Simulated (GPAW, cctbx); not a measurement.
# Bonding in AgBiTeS as X-rays see it

Aim: compute the bonding part of the density of AgBiTeS, find which reflections carry it, and see how it biases an ordinary refinement.

The start was made by putting kin elements into a known structure type; the compound need not exist, or be stable, in this form. All numbers below are calculated.

## 1. Relax the structure

The density hangs on the geometry, so cell and atoms are relaxed first, with the symmetry held. The cutoff is set higher than for the density because stress converges slowly with plane waves.

Settings: GPAW 26.7.0, PBE, 570 eV, 5×5×3 k-points (along the axes of the calculation cell), Fermi–Dirac width 0.1 eV, BFGS to 0.03 eV/Å.

```text
cell
1.0
     4.158000000    0.000000000    0.000000000
     0.000000000    4.158000000    0.000000000
     0.000000000    0.000000000    6.107000000
Bi Te Ag S
1 1 1 1
Direct
0.500000000 0.500000000 0.500000000
0.500000000 0.500000000 0.000000000
0.000000000 0.000000000 0.000000000
0.000000000 0.000000000 0.500000000
```

```console
$ OMP_NUM_THREADS=1 mpirun -n 4 gpaw python run.py > gpaw.log
```

```text
BFGS:    0      -15.361250        0.206031
BFGS:    1      -15.362611        0.190429
BFGS:    2      -15.371605        0.106416
BFGS:    3      -15.371892        0.100433
BFGS:    4      -15.372415        0.077052
BFGS:    5      -15.372979        0.035530
BFGS:    6      -15.373248        0.014054
cell  4.1170 4.1170 6.1863  90.00 90.00 90.00
volume 104.854 A^3, largest force 0.000 eV/A, largest stress 0.09 GPa
```

After 6 steps the volume has changed by -0.7 % and the energy by -0.012 eV; the largest stress left is 0.09 GPa. It took 31 s on 4 cores of Arm Neoverse V2 (shared host), peak memory 1 GiB.

Relaxed structure: P4/mmm (no. 123), a = 4.1170 Å, b = 4.1170 Å, c = 6.1863 Å, α = 90.00°, β = 90.00°, γ = 90.00°.

```csv
atom,mult.,x,y,z
Bi1,1,1/2,1/2,1/2
Te1,1,1/2,1/2,0
Ag1,1,0,0,0
S1,1,0,0,1/2
```

## 2. Density and charge transfer

X-rays see the whole electron density, so the PAW density is rebuilt with its core regions. Subtracting spherical free atoms from the same code cancels the cores and leaves the deformation density Δρ, the part due to bonding.

Settings: PBE, 450 eV, 6×6×4 k-points (along the axes of the calculation cell), Fermi–Dirac width 0.1 eV; primitive cell of 4 atoms.

```console
$ OMP_NUM_THREADS=1 mpirun -n 4 gpaw python run.py > gpaw.log
```

```text
|iter:   1|       0s |  -15.874888 | -0.42 |       |
|iter:   2|       1s |  -15.706055 | -2.29 | -1.27 |
|iter:   3|       1s |  -15.234298 | -1.81 | -1.33 |
...
|iter:   8|       5s |  -15.231044c| -6.15 | -3.65 |
|iter:   9|       6s |  -15.231056c| -7.06 | -4.22c|
|iter:  10|       7s |  -15.231054c| -7.67c| -4.65c|
```

```text
grid (42, 42, 64)  electrons 198.000  moved by bonding 0.684 e
deformation density beyond 0.5 A of the nuclei: max 0.065, min -0.083 e/A^3
atom        x       y       z   Voronoi charge  moment
Bi1    0.5000  0.5000  0.5000      0.363       0.00
Te2    0.5000  0.5000  0.0000     -0.156       0.00
Ag3    0.0000  0.0000  0.0000      0.094       0.00
S 4    0.0000  0.0000  0.5000     -0.301       0.00
mean inner potential of superposed free atoms 17.395 V
total magnetic moment 0.000 muB
```

Deformation density in a plane through the shortest contact of the Bi atom at the origin, in 0.01 e/Å³ (clipped at ±99); x from -1.6 to 4.5 Å, y from 2.4 down to -2.4 Å:

```text
 -1   3   2  -2  -2  -1   2   2  -1  -3   0   1   0  -3  -2   2
 -1   1   2   3   4   3   2   0  -2  -4  -3  -1  -3  -4  -2   0
 -1   0   1   3   4   2   0  -1  -1  -1   0   1   0  -1  -1  -1
  0  -2  -2  -2  -1  -2  -2  -1   0   1   3   4   3   1   0  -1
  1  -2  -5  -1   1  -2  -5  -2   1   2   2   2   2   2   1  -1
  3  -2  -1  -1   .   0  -2  -1   3   3  -3   .  -3   2   3   0
  4  -1   1   .   .   .   0   0   4   3   .   .   .   2   4   1
  3  -2  -1  -1   .   0  -2  -1   3   3  -3   .  -3   2   3   0
  1  -2  -5  -1   1  -2  -5  -2   1   2   2   2   2   2   1  -1
  0  -2  -2  -2  -1  -2  -2  -1   0   1   3   4   3   1   0  -1
 -1   0   1   3   4   2   0  -1  -1  -1   0   1   0  -1  -1  -1
 -1   1   2   3   4   3   2   0  -2  -4  -3  -1  -3  -4  -2   0
 -1   3   2  -2  -2  -1   2   2  -1  -3   0   1   0  -3  -2   2
```

Atoms in or within 0.15 Å of the plane: Bi (0.0, 0.0), S (2.9, 0.0) Å. Dots mark points within about 0.45 Å of a nucleus; large values next to them are atomic features.

S gains most (-0.30 e) and Bi loses most (+0.36 e); S is the most electronegative element, but the order of the others doesn't follow electronegativity. Such charges fall far short of formal ones, since overlapping free atoms already put density on their neighbours. Along the shortest contact from the Bi atom at the map's origin, Bi–S at 2.91 Å, Δρ is +0.03 e/Å³ at the midpoint and highest, +0.05, 1.77 Å from Bi (points within 0.5 Å of a nucleus left out): little piles up between the atoms. At the midpoints of other shortest contacts it is +0.04 (Te–Ag, 2.91 Å), +0.04 (Bi–Te, 3.09 Å) and +0.02 (Ag–S, 3.09 Å) e/Å³. Point values carry grid noise of about 0.01 e/Å³. The run needed 10 iterations, 11 s.

## 3. From the density to structure factors

The Fourier components of Δρ, added to those of the free atoms, give the static X-ray structure factors; the Mott–Bethe relation turns them into the Fourier components V of the potential that fast electrons feel.

```text
static structure factors of the conventional cell: F in electrons, V (Mott-Bethe) in volts
   h  k  l      d  |F| table  |F| free   |F| DFT   change   |V| free  |V| DFT  change %
   0  0  1  6.1863     0.336     0.267     0.195   -0.072     0.447    0.327    -26.8
   1  0  0  4.1170    67.194    67.188    67.041   -0.147     3.566    3.675      3.1
   1  0  1  3.4274    58.270    58.142    57.796   -0.346     1.981    2.159      9.0
   0  0  2  3.0931   170.147   170.095   170.058   -0.037    11.671   11.686      0.1
   1  1  0  2.9112   167.726   167.673   167.755    0.082    11.235   11.204     -0.3
   1  1  1  2.6341     1.404     1.436     1.631    0.195     0.435    0.495     13.6
   1  0  2  2.4730    62.442    62.496    62.486   -0.010     2.541    2.543      0.1
   1  1  2  2.1199   153.059   153.015   152.854   -0.161     8.837    8.869      0.4
   0  0  3  2.0621     2.130     2.176     2.237    0.061     0.405    0.416      2.8
   2  0  0  2.0585   151.540   151.499   151.407   -0.092     8.613    8.630      0.2
   2  0  1  1.9532     2.326     2.372     2.456    0.084     0.395    0.410      3.6
   1  0  3  1.8438    51.479    51.389    51.489    0.100     1.577    1.562     -0.9
   2  1  0  1.8412    58.610    58.644    58.793    0.149     1.979    1.957     -1.1
   2  1  1  1.7647    50.737    50.662    50.785    0.123     1.543    1.527     -1.1
```

The largest X-ray change is -0.35 e on 101, 0.6 % of |F|. For electrons V goes as (Z − F)/g², and among components above 0.1 V the largest relative change is this: |V| of 001 moves by -26.8 % (0.45 to 0.33 V) against -27.0 % in |F|. The last three rows still change by up to 0.15 e; the table stops while the angles are still low. The tabulated Hartree–Fock atoms differ from the free DFT atoms by up to 0.13 e, so the choice of reference atom matters too.

## 4. The functional ladder

The same geometry is run with other functionals, to see whether the bonding signal is larger than the spread between approximations. Free atoms are LDA for LDA and PBE otherwise. Any other changed setting is in the row's label.

```
   run  ΔF 101 (e)  ΔF 111 (e)  ΔF 112 (e)  q(S) (e)  moved (e)  time
   PBE      -0.346      +0.195      -0.161    -0.301      0.684  11 s
   LDA      -0.317      +0.184      -0.173    -0.277      0.644  11 s
revPBE      -0.352      +0.195      -0.156    -0.311      0.716  11 s
```

At the base's settings ΔF(101) spans -0.352 to -0.317 e, a spread of 10 % of the PBE value; over the three listed reflections the spread is at most 11 %, so sign and size hold across the functionals. Times are from shared hosts.

## 5. What a spherical-atom refinement makes of it

Routine crystallography fits spherical atoms. To see the bias, intensities are simulated from tabulated atoms plus the DFT change ΔF, so that bonding alone can misfit (3476 reflections of the full sphere, merged to the counts below, to 0.5 Å, 1.5 % proportional noise plus counting noise, assumed isotropic U as listed, Δρ smeared by the mean U) and refined with cctbx over different ranges.

```
                    range  data      R1  GooF  U Bi1 (true 0.0055)  U Te1 (true 0.0066)  U Ag1 (true 0.0068)  U S1 (true 0.0099)  largest shift (Å)  Δρ max, min (e/Å³)
                 all data   306  0.0037  1.01               0.0055               0.0066               0.0068              0.0099             0.0000         0.37, -0.31
 low resolution, d > 0.84    78  0.0033  1.03               0.0055               0.0065               0.0069              0.0100             0.0000         0.25, -0.21
     high order, d < 0.75   199  0.0039  1.00               0.0055               0.0066               0.0068              0.0099             0.0000         0.29, -0.33
occupancies free, d > 0.7   126  0.0034  1.04               0.0054               0.0066               0.0067              0.0100             0.0000         0.24, -0.23
```

With all data GooF is 1.01, so at this noise the bonding hardly shows; the top residual peak lies 2.06 Å from Ag and 2.06 Å from Ag. No U is off by more than 3 s.u. at low resolution. Symmetry fixes every coordinate, so the shifts are zero by construction. With Bi1 held at 1 and the scale free, the other occupancies refine to Te1 1.001(0.001), Ag1 0.999(0.001) and S1 1.003(0.006), within three s.u. of full.

## 6. Answer

Bonding moves 0.68 e in the primitive cell of AgBiTeS and changes the structure factors of the conventional cell in the table above by at most 0.35 e (101, 0.6 %). The shortest bond, Bi–S, has Δρ = +0.03 e/Å³ at its midpoint. At the base's settings ΔF(101) spans -0.352 to -0.317 e, a spread of 10 % of the PBE value; over the three listed reflections the spread is at most 11 %, so sign and size hold across the functionals. With all data GooF is 1.01, so at this noise the bonding hardly shows. Limits: static density, frozen cores, no spin–orbit coupling.

[Outputs are excerpts: Python notices, other lines and further rows are left out; steps that failed or that the build refused (PBEsol, TPSS) are not shown.]

[Logs are printed without paths, hosts, clocks, repeated set-up lines and the standing remarks that a program may print on its own settings, such as how far it seeks lower states.]
